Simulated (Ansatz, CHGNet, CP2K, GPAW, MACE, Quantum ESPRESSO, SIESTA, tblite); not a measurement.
# Running random packing of S (77 atoms) with SIESTA, part 2 of 2

Aim: run random packing of S (77 atoms) in SIESTA and see how near its forces come to a plane-wave reference, and at what cost.

Program: SIESTA 5.4.2; the method stands at each step. Banners, paths, timers and routine set-up lines are dropped from the logs unmarked, and long logs keep their key lines alone; longer cuts are marked. The potentials were converted by us to PSML.

So far. Step 2 (PBE, DZP, shift 0.01 Ry, mesh 300 Ry): Forces lie 9.9 % from the reference's, at 3.8 times its CPU time (on 1 against 4 cores). Step 3 (PBE, DZ, shift 0.01 Ry, mesh 300 Ry): Against the first run (9.9 %), the force difference from the reference is 44 %, at 0.74 times the CPU time, with 616 basis functions against 1001: the smaller basis costs accuracy.

**4. RPBE, PBE potentials, DZP, shift 0.01 Ry, mesh 300 Ry**

Method: Kohn-Sham DFT, RPBE, PseudoDojo 0.4.1 norm-conserving pseudopotentials (converted to PSML), numerical atomic orbitals (DZP), diagonalisation.

Contents of input.fdf:

```
SystemLabel cell
NumberOfAtoms 77
NumberOfSpecies 1
%block ChemicalSpeciesLabel
  1 16 S
%endblock ChemicalSpeciesLabel
LatticeConstant 1.0 Ang
%block LatticeVectors
  13.30610 0.00000 0.00000
  0.00000 13.30610 0.00000
  0.00000 0.00000 13.30610
%endblock LatticeVectors
PAO.BasisSize DZP
PAO.EnergyShift 0.01 Ry
XC.Functional GGA
XC.Authors RPBE
MeshCutoff 300 Ry
%block kgrid_Monkhorst_Pack
  1 0 0 0.0
  0 1 0 0.0
  0 0 1 0.0
%endblock kgrid_Monkhorst_Pack
SolutionMethod diagon
OccupationFunction FD
ElectronicTemperature 580 K
SCF.Mixer.Method Pulay
SCF.Mixer.Weight 0.15
SCF.Mixer.History 8
SCF.Mix Hamiltonian
MaxSCFIterations 300
SCF.DM.Tolerance 1e-04
SCF.H.Tolerance 1.0e-3 eV
WriteForces T
Write.HirshfeldPop T
Write.VoronoiPop T
Write.DM F
Write.H F
XML.Write F
AtomicCoordinatesFormat Fractional
%block AtomicCoordinatesAndAtomicSpecies
[... 77 atom lines left out: the same atoms as in the first run ...]
%endblock AtomicCoordinatesAndAtomicSpecies
```

Launch:

```sh
$ OMP_NUM_THREADS=1 siesta < input.fdf > output.txt
```

The program printed:

```text
Version         : 5.4.2
reinit: System Name:
reinit: System Label: cell
initatom: Reading input for the pseudopotentials and atomic orbitals ----------
Species number:   1 Atomic number:   16 Label: S
Ground state valence configuration (from tables):   3s02  3p04  3d00  4f00
---- Processing specs for species: S
GGA--PBE XC_GGA_X_PBE--XC_GGA_C_PBE pb
S pseudopotential only contains V_ls up to l=2 -- lmxkb reset.
Using PAO.SplitTailNorm
%block ChemicalSpeciesLabel
    1   16 S                       # Species index, atomic number, species label
%endblock ChemicalSpeciesLabel
%block PAO.Basis                 # Define Basis set
S                     2                    # Species label, number of l-shells
 n=3   0   2                         # n, l, Nzeta
   4.440      3.076
[... lines left out ...]
Total number of electrons:   462.000000
[... lines left out ...]
stepf: Fermi-Dirac step function
        iscf     Eharris(eV)        E_KS(eV)     FreeEng(eV)     dDmax    Ef(eV) dHmax(eV)
[... lines left out ...]
SCF Convergence by DM+H criterion
[... lines left out ...]
SCF cycle converged after 57 iterations
[... lines left out ...]
   Max    2.973843
[... lines left out ...]
   Max    2.973843    constrained
Stress tensor Voigt[x,y,z,yz,xz,xy] (kbar):      112.53      110.04      101.31       -4.55        5.91       -5.37
[... lines left out ...]
Target enthalpy (eV/cell)   -23005.4835
siesta: Program's energy decomposition (eV):
siesta: Ebs     =     -4733.381814
siesta: Eions   =     41602.156395
siesta: Ena     =     13702.787873
siesta: Ekin    =      7743.471712
siesta: Enl     =      3148.704897
siesta: DEna    =       425.444229
siesta: DUscf   =        13.876660
siesta: Ex      =     -5873.852535
siesta: Ec      =      -562.768798
siesta: Exc     =     -6436.621333
siesta: Eharris =    -23004.492352
siesta: Etot    =    -23004.492356
siesta: FreeEng =    -23005.483514
siesta: Final energy (eV):
siesta:  Band Struct. =   -4733.381814
siesta:       Kinetic =    7743.471712
siesta:       Hartree =    4338.620284
siesta:         Exch. =   -5873.852535
siesta:         Corr. =    -562.768798
siesta:   Exch.-corr. =   -6436.621333
siesta:  Ion-electron =  -15106.756729
siesta:       Ion-ion =  -13543.206290
siesta:         Total =  -23004.492356
siesta:         Fermi =      -5.048370
siesta: Stress tensor (static) (eV/Ang**3):
siesta:     0.070238   -0.003354    0.003688
siesta:    -0.003354    0.068681   -0.002840
siesta:     0.003688   -0.002840    0.063230
siesta: Cell volume =       2355.875572 Ang**3
siesta: Pressure (static):
siesta:                Solid            Molecule  Units
siesta:          -0.00073389         -0.00073218  Ry/Bohr**3
siesta:          -0.06738304         -0.06722579  eV/Ang**3
siesta:        -107.95953767       -107.70758394  kBar
    Orbital volume contribution        =          30.331547 eV
    (Free)E + p_basis*V_orbitals       =      -22975.151967 eV
    (Free)Eharris+ p_basis*V_orbitals  =      -22975.151963 eV
Hirshfeld Atomic Populations:
Atom #   charge [q] valence [e]  Species
     1     0.031293    5.968707  S
     2     0.029432    5.970568  S
     3     0.035687    5.964313  S
[...]
--------------------
 Total     0.000025
Voronoi Atomic Populations:
Atom #   charge [q] valence [e]  Species
[...]
76    -0.066564    6.066564  S
    77     0.017188    5.982812  S
--------------------
 Total     0.000025
```

Run time: 6.8 min. Hardware: 1 thread of Arm Neoverse V1, shared host; peak memory 1 GiB.

Compared with the plane-wave run:

```yaml
r_m_s_force_component: 0.9163 eV/Å
r_m_s_difference_of_force_components: 78.74 meV/Å
longest_difference_of_force_vectors: 300.7 meV/Å
force_difference_over_r_m_s_force: 8.162 %
slope_of_forces_against_the_reference_s: 0.9477
correlation_of_force_components: 0.9978
pressure: -10.8 GPa
pressure_difference: -0.7953 GPa
```

Against the first run (9.9 %), the force difference from the reference is 8.2 %, at 1.1 times the CPU time; another functional landing nearer a PBE reference means that errors partly cancel.

**5. Side by side**

Differences are against the plane-wave reference, forces as r.m.s. over components; share is that over the reference's r.m.s. force, slope the least-squares factor from reference forces to these. Total energies of different programs have different zeros and aren't compared.

| run | Δ force, r.m.s. (meV/Å) | share (%) | slope | Δ pressure (GPa) | cores | CPU time | memory (GiB) |
| --- | --- | --- | --- | --- | --- | --- | --- |
| reference | - | - | - | - | 4 | 1.7 min | 2.2 |
| SIESTA PBE, DZP, shift 0.01 Ry, mesh 300 Ry | 95.6 | 9.91 | 0.933 | -2.30 | 1 | 6.3 min | 1.0 |
| SIESTA PBE, DZ, shift 0.01 Ry, mesh 300 Ry (coarse) | 427 | 44.3 | 0.673 | 0.982 | 1 | 4.7 min | 0.71 |
| SIESTA RPBE, PBE potentials, DZP, shift 0.01 Ry, mesh 300 Ry | 78.7 | 8.16 | 0.948 | -0.795 | 1 | 6.8 min | 1.0 |

Rows marked coarse were listed beforehand as settings not expected to be converged; some can still land near the reference.

CPU time is summed over cores on a shared host, where runs went side by side, so it is rough. Symmetry, cutoffs, thresholds, outputs and thread counts weren't matched or tuned between programs; memory under MPI is the largest rank's times the ranks.

A second geometry, displaced anew (every atom was moved at random, 0.06 Å r.m.s. a Cartesian component), gives an energy difference that all programs can be tested on. The reference puts it at -18.33 meV/atom.

| run | energy less the first geometry's (meV/atom) | error (meV/atom) | force share at the second geometry (%) |
| --- | --- | --- | --- |
| SIESTA PBE, DZP, shift 0.01 Ry, mesh 300 Ry | -15.94 | 2.38 | 10.6 |
| SIESTA RPBE, PBE potentials, DZP, shift 0.01 Ry, mesh 300 Ry | -15.89 | 2.44 | 8.84 |

**6. What came out**

- nearest in forces: SIESTA RPBE, PBE potentials, DZP, shift 0.01 Ry, mesh 300 Ry, 8.2 %
- its CPU time: 6.8 min

The PBE run in local orbitals, coarse settings apart, differs by 9.9 % (SIESTA PBE, DZP, shift 0.01 Ry, mesh 300 Ry); basis, grid and potentials can all enter. Rows with another functional or a dispersion term differ by 8.2 % (SIESTA RPBE, PBE potentials, DZP, shift 0.01 Ry, mesh 300 Ry), which mixes the change of model with differences of basis and potentials, some of them made for another functional. Runs with settings chosen to be coarse differ by 44 % (SIESTA PBE, DZ, shift 0.01 Ry, mesh 300 Ry), their programs' other errors included. None of the electronic-structure runs in the table takes under half the reference's CPU time of 1.7 min; they take 2.8 to 4.0 times as much. In pressure, SIESTA PBE, DZP, shift 0.01 Ry, mesh 300 Ry misses by -2.3 GPa, at the same functional. All runs miss the energy difference between the two geometries, -18.3 meV/atom in the reference, by about 2.4 meV/atom. The reference's pressure of -10 GPa belongs to a cell and atoms that aren't relaxed at this level. The electronic-structure runs sample only Γ, in a cell whose shortest periodic width is 13 Å, which is coarse for a cell with partly filled levels.

[Also dropped from logs without a mark: logging warnings of Python, and SIESTA's first energy breakdown and zero terms.]

[Logs are printed without paths, hosts, clocks, repeated set-up lines and the standing remarks that a program may print on its own settings, such as how far it seeks lower states.]

[Hosts, paths, dates, database ids (printed as entryN), source tags and the programs' standing remarks are cut or masked in the printed files.]
